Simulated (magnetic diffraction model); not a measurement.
## Pr₂Pb: the ordered moment from one line

Space group P-3m1 (no. 164), a = 4.5590 Å, c = 6.2740 Å.

```
site  atom    x    y       z
  1a    Pb    0    0       0
  2d    Pr  2/3  1/3  0.7395
```

This is a made-up structure (elements placed in a structure type, unrelaxed), so the numbers test the method and describe no known phase.

Only Pr is taken to order (form factors of Pr3+); orders and moment sizes are assumed, and not adapted to the symmetry. Radiation: neutrons of λ = 2.41 Å, 5° to 95°; isotropic B of 0.28 Å² (Pb) and 0.34 Å² (Pr). Simulated constant-wavelength pattern: nuclear and magnetic terms add, the magnetic one as |2.695 fm × Σ f S⊥ exp(2πi Q·r) exp(−B s²)|², summed over all Q at one angle with the factor 1/(sin²θ cos θ). For collinear order S is the moment m, which repeats by lattice and centring translations R with the sign exp(−2πi k·R). Free-ion form factors, Sears's scattering lengths of 1992, no absorption; a label names one of the reflections at its angle. The strongest nuclear line in the range is 100, and lines under 0.2 are left out.

In a first state the assumed order is k = (0 0 0), collinear moments along [001], 2.4 μB on Pr; signs + at (2/3, 1/3, 0.7395), + at (1/3, 2/3, 0.2605), with this pattern:

```
2θ (°)    index  nuclear  magnetic
 22.15  (0 0 1)     27.9       0.0
 35.54  (1 0 0)     10.2      16.5
 42.27  (1 0 1)    100.0      49.5
 58.76  (1 0 2)     71.3       4.7
 63.83  (1 1 0)     55.3      19.9
 68.45  (1 1 1)     22.5       0.1
 70.37  (0 0 3)      5.8       0.0
 75.24  (2 0 0)      3.0       3.6
 79.57  (2 0 1)     37.4      17.6
 81.39  (1 0 3)     30.9       4.0
 81.60  (1 1 2)      0.0      15.8
 92.31  (2 0 2)     40.3       3.7
```

**Question.** Nearer the ordering temperature the line at 42.27° has total intensity 112.4 on the same scale, and all moments have shrunk alike. How large is the Pr moment?

The nuclear part, 100.0, stays, so the magnetic part is 12.4 against 49.5. It goes as m², so m = 2.4 × √(12.4/49.5) = 1.20 μB; the value used was 1.2 μB.

[Logs are printed without paths, hosts, clocks, repeated set-up lines and the standing remarks that a program may print on its own settings, such as how far it seeks lower states.]
